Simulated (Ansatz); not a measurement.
# 3-layer 1T-SbSI (AA) in a perpendicular field

What dipole does a perpendicular field induce in the 3-layer 1T-SbSI (AA), and does the gap follow? A positive field points along +c.

Method: plane-wave DFT, PBE-D4, Ansatz PAW, in the first sound run; inputs show where later runs differ, in Ansatz 0.2.0.

### Step 1. The structure

The cell holds 9 atoms: 3 I, 3 Sb and 3 S. Cell: a = 4.137 Å, b = 4.137 Å, c = 60.816 Å, α = 90.0°, β = 90.0°, γ = 120.0°. Regions: layer 1: 1T-SbSI, 3 atoms (1 I, 1 Sb and 1 S); layer 2: 1T-SbSI, 3 atoms (1 I, 1 Sb and 1 S); layer 3: 1T-SbSI, 3 atoms (1 I, 1 Sb and 1 S). Vacuum lies along c.

### Step 2. Relaxing the slab

The starting cell is a guess, so the in-plane lattice and the atoms are relaxed first, with the slab cut off from its images along the normal.

Contents of input.yaml:

```yaml
crystal:
  lattice:
    - [4.137, 0.0, 0.0]
    - [-2.0685, 3.5827470955, 0.0]
    - [0.0, 0.0, 60.8157793485]
  atoms:
    - { symbol: I, position: [0.6666666667, 0.3333333333, 0.3773691671] }
    - { symbol: Sb, position: [0.0, 0.0, 0.4069026683] }
    - { symbol: S, position: [0.3333333333, 0.6666666667, 0.4245925437] }
    - { symbol: I, position: [0.6666666667, 0.3333333333, 0.4763883117] }
    - { symbol: Sb, position: [0.0, 0.0, 0.5059218128] }
    - { symbol: S, position: [0.3333333333, 0.6666666667, 0.5236116883] }
    - { symbol: I, position: [0.6666666667, 0.3333333333, 0.5754074563] }
    - { symbol: Sb, position: [0.0, 0.0, 0.6049409574] }
    - { symbol: S, position: [0.3333333333, 0.6666666667, 0.6226308329] }
  periodic: [true, true, false]
kpoints:
  mp_grid: { grid: [12, 12, 1] }
hamiltonian:
  xc: pbe
  dispersion: d4
scf:
  occupations: { method: fermi_dirac, width: 0.05 }
  convergence: { dr2_threshold: 1.0e-09 }
relax:
  f_tol: 0.004
  max_steps: 90
  cell: {}
output:
  write_potential: true
  write_density: true
  volumetric_format: npy
```

Command:

```sh
ansatz run input.yaml --threads 4 --pin off --max-ram 6144MiB --backend cpu --events-out ev --progress --plain --runs-dir out
```

Numbers of over 12 decimals in the logs are rounded to 6 here.

The log of the run:

```text
Warning: relax.cell: scf.convergence.dr2_threshold = 1e-9 eV is looser than the 1.44975146768e-10 eV advised for a relaxation that steers and ends on the stress (1e-10 eV for each atom of the cell: 9, times the square of relax.cell.stress_2d_tol = 0.05 N/m over 24.9 Å (the atoms' height at the walk's start and 5 Å past either face), 2.007e-2 GPa, over a crystal's default 0.05). What an SCF threshold leaves in a stress goes as its square root, and in the free energy as the threshold itself, and one threshold admits the most on a small cell: [figures from the program's tests cut] Set scf.convergence.dr2_threshold to 1.44975146768e-10 eV or tighter. [rest of the remark cut]
Engine: ansatz 0.2.0, x86_64-unknown-linux-gnu
Pseudopotentials: kind: paw
Pseudopotential: I, paw, valence charge 17, recommended cutoff 420 eV (normal), I.paw.azcp
Pseudopotential: Sb, paw, valence charge 15, recommended cutoff 420 eV (normal), Sb.paw.azcp
Pseudopotential: S, paw, valence charge 6, recommended cutoff 420 eV (normal), S.paw.azcp
Functional definition: PBE
  parameter kappa = 0.804
  parameter beta = 0.066725
  exchange = pbe_x(kappa = kappa, mu = beta*pi^2/3)
  correlation = pbe_c(beta = beta)
Crystal: 9 atoms, lattice volume = 901.401 Å³
Basis set: ecut = 420 eV, 17375 PW (Γ), exchange–correlation on 60×60×864 points (8 copies of the dense FFT grid, shifted against one another)
Bands: 69, of which v1, the nominal top of the filled ones, is band 57 counted from 1 (56 counted from 0)
Symmetry: 6 space group operations
Space group: P3m1 (ITA 156), of the structure as read, at distance tolerance 9.7e-5 Å
k-points: 19 of 144 (time reversal used)
Non-local potential: I, projectors of the file, l = 0: 2, l = 1: 2, l = 2: 2, l = 3: 2
Non-local potential: Sb, projectors of the file, l = 0: 2, l = 1: 2, l = 2: 2, l = 3: 2
Non-local potential: S, projectors of the file, l = 0: 2, l = 1: 2, l = 2: 2
PAW form: soft (Blöchl's): semilocal exchange-correlation on the pseudo side does not see the compensation charge
PAW one-centre angular grid: I, 590 points (default); XC on 64 Gauss nodes
PAW one-centre angular grid: Sb, 590 points (default); XC on 64 Gauss nodes
PAW one-centre angular grid: S, 110 points (default); XC on 64 Gauss nodes
Initial density: superposition of atomic densities (neutral atoms: chi_scale 0, normalization atom), corrected by the library's trained network
Initial wavefunctions: pseudopotential atomic-orbital guess
Functional: x = pbe(κ = 0.804, μ = 0.219515), c = pbe(β = 0.066725)
SCF iter   1: F=—  HF=-44702.746476 eV  |F-HF|=—  |Δ(HF+E_count)|=         —  Δρ=1.16e-3  dr2=2.72e-1  ethr=1.77e-3  ⟨swp⟩=18.8  Hψ=8809  notcnv=0  defer=18
preconditioner: auto → Resta (q_TF=auto, 1.933 Å⁻¹)  ε∞=2.0  [insulator: Δε(μ)=0.722 eV  Ē_g=9.184 eV  σ=0.050 eV  W_gap=1.00  n_scr=126 (ndim 8)  ℏωp=9.1 eV  f_vac=0.696  D(μ)=0.00/eV (n_scr^D=0)  ε∞_Penn≈2.0  vacuum switching on, ρ_ref=6.1e-3 e/Å³]
SCF iter   2: F=—  HF=-44702.957432 eV  |F-HF|=—  |Δ(HF+E_count)|=   2.11e-1  Δρ=4.87e-3  dr2=2.02e1  ethr=2.38e-4  ⟨swp⟩=5.3  Hψ=2560  notcnv=0  defer=90  recentre
preconditioner: auto → LDOS  [metal: Δε(μ)=0.043 eV  Ē_g=9.104 eV  σ=0.050 eV  W_gap=0.20  n_scr=126 (ndim 8)  ℏωp=9.1 eV  f_vac=0.696  D(μ)=3.54/eV (n_scr^D=16)  β→1.0]
SCF iter   3: F=—  HF=-44702.737563 eV  |F-HF|=—  |Δ(HF+E_count)|=   2.20e-1  Δρ=9.34e-4  dr2=2.20e-1  ethr=2.38e-4  ⟨swp⟩=4.3  Hψ=2231  notcnv=0  defer=59
SCF iter   4: F=—  HF=-44702.728397 eV  |F-HF|=—  |Δ(HF+E_count)|=   9.17e-3  Δρ=7.12e-4  dr2=1.42e-1  ethr=1.93e-4  ⟨swp⟩=1.9  Hψ=1667  notcnv=0  defer=62
SCF iter   5: F=—  HF=-44702.720143 eV  |F-HF|=—  |Δ(HF+E_count)|=   8.25e-3  Δρ=4.58e-4  dr2=8.07e-2  ethr=1.24e-4  ⟨swp⟩=2.3  Hψ=1707  notcnv=0  defer=62
SCF iter   6: F=—  HF=-44702.713527 eV  |F-HF|=—  |Δ(HF+E_count)|=   6.62e-3  Δρ=2.46e-4  dr2=3.26e-2  ethr=7.08e-5  ⟨swp⟩=2.6  Hψ=1709  notcnv=0  defer=63
SCF iter   7: F=—  HF=-44702.709896 eV  |F-HF|=—  |Δ(HF+E_count)|=   3.63e-3  Δρ=1.27e-4  dr2=2.64e-3  ethr=2.86e-5  ⟨swp⟩=2.0  Hψ=1736  notcnv=0  defer=62
SCF iter   8: F=—  HF=-44702.709848 eV  |F-HF|=—  |Δ(HF+E_count)|=   4.89e-5  Δρ=8.65e-5  dr2=1.76e-3  ethr=2.32e-6  ⟨swp⟩=2.1  Hψ=1681  notcnv=0  defer=62
SCF iter   9: F=—  HF=-44702.709707 eV  |F-HF|=—  |Δ(HF+E_count)|=   1.40e-4  Δρ=4.86e-5  dr2=8.58e-5  ethr=1.55e-6  ⟨swp⟩=2.0  Hψ=1600  notcnv=0  defer=62
SCF iter  10: F=—  HF=-44702.709676 eV  |F-HF|=—  |Δ(HF+E_count)|=   3.14e-5  Δρ=1.87e-5  dr2=1.29e-4  ethr=7.53e-8  ⟨swp⟩=3.0  Hψ=1914  notcnv=0  defer=62
SCF iter  11: F=—  HF=-44702.709670 eV  |F-HF|=—  |Δ(HF+E_count)|=   6.40e-6  Δρ=8.13e-6  dr2=1.98e-5  ethr=7.53e-8  ⟨swp⟩=2.1  Hψ=1482  notcnv=0  defer=62
SCF iter  12: F=—  HF=-44702.709670 eV  |F-HF|=—  |Δ(HF+E_count)|=   6.59e-7  Δρ=3.32e-6  dr2=9.83e-7  ethr=1.73e-8  ⟨swp⟩=2.2  Hψ=1716  notcnv=0  defer=62
SCF iter  13: F=—  HF=-44702.709852 eV  |F-HF|=—  |Δ(HF+E_count)|=   1.81e-4  Δρ=2.55e-6  dr2=7.21e-7  ethr=8.62e-10  ⟨swp⟩=2.9  Hψ=1907  notcnv=0  defer=63
SCF iter  14: F=—  HF=-44702.709852 eV  |F-HF|=—  |Δ(HF+E_count)|=   3.19e-8  Δρ=7.85e-7  dr2=2.76e-8  ethr=6.32e-10  ⟨swp⟩=2.2  Hψ=1418  notcnv=0  defer=63
SCF iter  15: F=—  HF=-44702.709852 eV  |F-HF|=—  |Δ(HF+E_count)|=   2.35e-8  Δρ=3.61e-7  dr2=3.23e-9  ethr=2.42e-11  ⟨swp⟩=3.3  Hψ=2326  notcnv=0  defer=63
SCF iter  16: F=-44702.709852 eV  HF=-44702.709852 eV  |F-HF|=2.68e-9  |Δ(HF+E_count)|=   2.58e-9  Δρ=1.31e-7  dr2=2.38e-10  ethr=1.00e-12  ⟨swp⟩=11.2  Hψ=8778  notcnv=0
SCF 1 converged in 16 iterations: F = -44702.709852 eV  dr2 = 2.38e-10
  greatest PAW one-centre occupation: 0.999 electrons in one spin orbital (limit 2), on the I atom at site 3 (counted from 0), in its partial waves of l = 2
relax step   1: F+E_penalty+E_count = -44702.70985163 eV  Δ(F+E_penalty+E_count) = +0.000e0 eV  max|allowed force component| = 1.795e0 eV/Å  Δτ_max = 0.0000 Å  P = +6.689 N/m  Ω = 901.401 Å³  fix = [c, alpha, beta]  reactions: c +0.000 N/m  (16 SCF iters, accepted)
Crystal: 9 atoms, lattice volume = 907.727 Å³
Basis set: ecut = 420 eV, 17537 PW (Γ), exchange–correlation on 60×60×864 points (8 copies of the dense FFT grid, shifted against one another)
Initial density: handed on by an earlier stage of this run
Initial wavefunctions: those handed on with the density
iter 1 solved again at ethr=7.40e-4 eV; its pass at ethr=3.10e-3 eV (dr2=8.43e-1 eV) is discarded
SCF iter   1: F=—  HF=-44703.734147 eV  |F-HF|=—  |Δ(HF+E_count)|=         —  Δρ=3.92e-3  dr2=8.36e-1  ethr=7.40e-4  ⟨swp⟩=3.4  Hψ=8136  notcnv=0
[...]
relax step   5: F+E_penalty+E_count = -44703.86536251 eV  Δ(F+E_penalty+E_count) = -1.590e-2 eV  max|allowed force component| = 1.975e-2 eV/Å  Δτ_max = 0.1526 Å  P = +0.233 N/m  Ω = 849.837 Å³  energy of the carried Pulay correction = +2.314e-3 eV  fix = [c, alpha, beta]  reactions: c +0.000 N/m  (14 SCF iters, accepted)
[...]
relax step   6: F+E_penalty+E_count = -44703.86653106 eV  Δ(F+E_penalty+E_count) = -1.169e-3 eV  max|allowed force component| = 6.708e-3 eV/Å  Δτ_max = 0.0373 Å  P = +0.055 N/m  Ω = 851.125 Å³  energy of the carried Pulay correction = +2.254e-3 eV  fix = [c, alpha, beta]  reactions: c +0.000 N/m  (11 SCF iters, accepted)
[...]
relax step   7: F+E_penalty+E_count = -44703.86658103 eV  Δ(F+E_penalty+E_count) = -4.997e-5 eV  max|allowed force component| = 6.669e-4 eV/Å  Δτ_max = 0.0107 Å  P = +0.004 N/m  Ω = 851.407 Å³  energy of the carried Pulay correction = +2.241e-3 eV  fix = [c, alpha, beta]  reactions: c +0.000 N/m  (10 SCF iters, accepted)
Basis set: ecut = 420 eV, 16727 PW (Γ), exchange–correlation on 54×54×864 points (8 copies of the dense FFT grid, shifted against one another)
Initial wavefunctions: pseudopotential atomic-orbital guess (no wavefunctions were taken with the density)
iter 1 solved again at ethr=1.31e-6 eV; its pass at ethr=3.10e-3 eV (dr2=1.50e-3 eV) is discarded
SCF iter   1: F=—  HF=-44703.864278 eV  |F-HF|=—  |Δ(HF+E_count)|=         —  Δρ=2.52e-5  dr2=7.78e-7  ethr=1.31e-6  ⟨swp⟩=4.7  Hψ=13316  notcnv=0
eigensolver tolerance schedule: the retry pair's looser diagonalisation over-reported the residual by 1921.46 of it (diagonalisation noise at 4.37 of the residual, at the tolerance the schedule requests for it); recorded, not acted on — ethr = c·dr2/N_el stays at c = 1.0e-1
preconditioner: auto → Resta (q_TF=auto, 1.951 Å⁻¹)  ε∞=2.1  [insulator: Δε(μ)=1.034 eV  Ē_g=8.748 eV  σ=0.050 eV  W_gap=1.00  n_scr=126 (ndim 8)  ℏωp=9.4 eV  f_vac=0.673  D(μ)=0.00/eV (n_scr^D=0)  ε∞_Penn≈2.1  vacuum switching on, ρ_ref=5.6e-3 e/Å³]
SCF iter   2: F=—  HF=-44703.864472 eV  |F-HF|=—  |Δ(HF+E_count)|=   1.94e-4  Δρ=1.25e-5  dr2=3.23e-7  ethr=6.83e-10  ⟨swp⟩=5.2  Hψ=4217  notcnv=0
SCF iter   3: F=—  HF=-44703.864473 eV  |F-HF|=—  |Δ(HF+E_count)|=   6.33e-7  Δρ=5.31e-6  dr2=2.06e-6  ethr=2.83e-10  ⟨swp⟩=3.7  Hψ=2877  notcnv=0  recentre
SCF iter   4: F=—  HF=-44703.864472 eV  |F-HF|=—  |Δ(HF+E_count)|=   9.94e-8  Δρ=2.09e-6  dr2=7.09e-8  ethr=2.83e-10  ⟨swp⟩=2.2  Hψ=1731  notcnv=0
SCF iter   5: F=—  HF=-44703.864472 eV  |F-HF|=—  |Δ(HF+E_count)|=   9.45e-9  Δρ=8.22e-7  dr2=4.47e-9  ethr=6.22e-11  ⟨swp⟩=2.5  Hψ=1805  notcnv=0
SCF iter   6: F=—  HF=-44703.864472 eV  |F-HF|=—  |Δ(HF+E_count)|=   3.34e-9  Δρ=3.98e-7  dr2=1.34e-8  ethr=3.92e-12  ⟨swp⟩=3.7  Hψ=2813  notcnv=0
SCF iter   7: F=-44703.864472 eV  HF=-44703.864472 eV  |F-HF|=4.66e-10  |Δ(HF+E_count)|=   1.13e-9  Δρ=1.08e-7  dr2=1.09e-10  ethr=1.00e-12  ⟨swp⟩=14.2  Hψ=9923  notcnv=0
SCF 8 converged in 7 iterations: F = -44703.864472 eV  dr2 = 1.09e-10
relax step   8: F+E_penalty+E_count = -44703.86447245 eV  Δ(F+E_penalty+E_count) = +2.109e-3 eV  max|allowed force component| = 7.325e-4 eV/Å  Δτ_max = 0.0000 Å  P = +0.002 N/m  Ω = 851.407 Å³  fix = [c, alpha, beta]  reactions: c +0.000 N/m  stress off target by 2.06e-3 N/m on what of the cell is left free  SCF on the basis re-selected at this cell (its energy is not comparable with the rows above)  (7 SCF iters)
basis re-selected at this cell: Δ(F+E_penalty+E_count) = +2.109e-3 eV, ΔP = -0.002 N/m vs the last step (what re-selecting the basis moved, of the pressure what is left beyond the Pulay correction that the steps carried, after the strain that the cell walked since its last selection, with what the two solves' SCF thresholds leave and, on support functions, any second-order correction that the steps lacked; it is no measure of the basis error at this ecutwfc). The dense FFT grid was sized anew with the basis: this SCF ran on 27×27×432 points, the steps before it on 30×30×432, so part of this shift can come from that change (see relax.cell in the input reference). [rest of the remark cut]
WARN: The output density's exchange-correlation potential varies sharply where the density is thin. Do not read a vacuum level from v_tot or v_xc, or from such a field of the output density. On a cell that repeats whose density bears no net charge and no dipole along the vacuum's axis use v_es (v_loc + v_h of the components); under efield.dipole_correction with no amplitude use v_es + v_field, which holds any externa [...]
SCF converged after 7 iterations
Free energy (F): -44703.864472 eV
Harris-Foulkes:  -44703.864472 eV  (|F-HF|=4.66e-10)
Internal energy: -44703.864469 eV  (E = F + TS)
E sigma→0 (E₀):  -44703.864471 eV
Entropy (-TS):   -0.000003 eV (-0.000 meV/atom)
Fermi energy:    -4.953893 eV
--- Per-component energies (eV) ---
  E_band       = -3142.949316
  E_kinetic    = 1501.227156
  E_local      = -759881.858772  (includes V_loc(G=0)·N_el)
  E_nonlocal   = 894.735215
  E_hartree    = 379004.380359
  E_xc         = -1089.422016
  E_vxc        = -934.252668  (∫ρ·V_xc dr)
  E_paw        = -29966.621579  (= ΣΔE_a)
  E_vpaw       = -2731.558540  (= ΣTr[D̂ρ^β])
  E_aug_tail   = -0.000020  (compensation charges beyond the density's cutoff)
  E_ewald      = 364836.912657
  E_disp       = -3.217470  (pairwise vdW)
  E_smearing   = -0.000003  (= −TS)
  E_closure    = -0.000000  (closes the sum)
  Σ components = -44703.864472   (vs F -44703.864472, Δ=0.00e0)
--- Forces (eV/Å), atoms counted from 1 ---
  atom   1  I      0.00000000     0.00000000    -0.00073245
  atom   2  Sb     0.00000000     0.00000000     0.00023370
  atom   3  S      0.00000000    -0.00000000     0.00019262
  atom   4  I      0.00000000     0.00000000    -0.00015806
  atom   5  Sb     0.00000000     0.00000000     0.00021696
  atom   6  S      0.00000000    -0.00000000    -0.00002379
  atom   7  I      0.00000000     0.00000000    -0.00028560
  atom   8  Sb     0.00000000     0.00000000    -0.00008332
  atom   9  S      0.00000000    -0.00000000     0.00064012
  max |Σ_I F_I| component: 1.90e-7 eV/Å
--- 2D stress c σ (N/m, compression-positive) ---
        0.002063      -0.000000       0.000000
       -0.000000       0.002063       0.000000
        0.000000       0.000000       0.000000
  P = ½ c Tr σ = 0.0021 N/m
--- Band table (eV; the first three rows and the last of 19) ---
  k-point 0: bands = [... 53 lower, -6.3112, -6.1197, -6.1197, -5.9639, -4.5080, -4.0652, -3.8175, -3.8175, ... 8 higher]
  k-point 1: bands = [... 53 lower, -6.2282, -6.1461, -5.9771, -5.7427, -4.3475, -4.0355, -3.7536, -3.6993, ... 8 higher]
  k-point 2: bands = [... 53 lower, -6.2321, -6.1525, -5.8497, -5.5573, -4.2987, -3.9360, -3.6146, -3.4125, ... 8 higher]
  k-point 18: bands = [... 53 lower, -7.0605, -6.7148, -6.2989, -5.8688, -3.1284, -3.0471, -2.6163, -2.5293, ... 8 higher]
  the weakly bound empty levels are not read free of the cell's end (no_gap_told)
--- Relaxed structure (7 steps of the walk, 7 accepted, 1 SCFs on fresh bases) ---
  F+E_penalty+E_count = -44703.86447245 eV   max|allowed force component| = 7.325e-4 eV/Å   (the final SCF, on the basis selected at the relaxed cell)
  cell:  # Å, volume = 851.4074 Å³
    - [4.020641, 0, 0]
    - [-2.010320, 3.481977, 0]
    - [0, 0, 60.8157793485]
  atoms:
    - { symbol: I, position: [0.666667, 0.333333, 0.365022] }
    - { symbol: Sb, position: [-3.6091586714376064e-18, 0, 0.400269] }
    - { symbol: S, position: [0.333333, 0.666667, 0.422147] }
    - { symbol: I, position: [0.666667, 0.333333, 0.471203] }
    - { symbol: Sb, position: [2.783330003276767e-19, 0, 0.506433] }
    - { symbol: S, position: [0.333333, 0.666667, 0.528289] }
    - { symbol: I, position: [0.666667, 0.333333, 0.577341] }
    - { symbol: Sb, position: [4.163715427471579e-18, 0, 0.612594] }
    - { symbol: S, position: [0.333333, 0.666667, 0.634467] }
```

Run time: 2.1 min. Hardware: 4 threads of AMD EPYC 9R45 (Zen 5), shared host; peak memory 2.3 GiB; 8 min of CPU time.

Step by step:

```csv
step,energy less that of the first step (eV),largest force component (eV/Å),volume (Å³)
1,0.0000,1.7951,901.40
2,-0.9250,0.4675,907.73
3,-1.0822,0.1708,880.72
4,-1.1396,0.1031,858.98
5,-1.1555,0.0198,849.84
6,-1.1567,0.0067,851.13
7,-1.1567,0.0007,851.41
8*,-1.1546,0.0007,851.41
```

Relaxation steps marked * repeat the geometry before them on a plane-wave basis chosen anew for their cell, so energy and pressure can jump there.

The run keeps the 6 symmetry operations that it works with, so distortions that break them were not tested.

```csv
cell as run,before,after,change
a (Å),4.137,4.021,-2.8 %
b (Å),4.137,4.021,-2.8 %
```

The atoms that moved most (Å, along periodic axes as changes of fractional coordinates times the final cell, across vacuum about the mean position):

```csv
atom,dx,dy,dz,length
I1,0.000,0.000,-0.751,0.751
S9,0.000,0.000,0.720,0.720
Sb8,0.000,0.000,0.465,0.465
Sb2,0.000,0.000,-0.403,0.403
I4,0.000,0.000,-0.315,0.315
S6,0.000,0.000,0.284,0.284
S3,0.000,0.000,-0.149,0.149
I7,0.000,0.000,0.118,0.118
```

The lattice constant a goes from 4.137 to 4.021 Å.

(Part 1 of 3 ends here.)

[Logs are printed without paths, hosts, clocks, repeated set-up lines and the standing remarks that a program may print on its own settings, such as how far it seeks lower states.]

[Hosts, paths, dates, database ids (printed as entryN), source tags and the programs' standing remarks are cut or masked in the printed files.]

[Maps of the electrostatic potential energy from Ansatz leave out the sawtooth potential of an applied field or a dipole correction, so their vacuum need not be flat; planar profiles and work functions include it.]
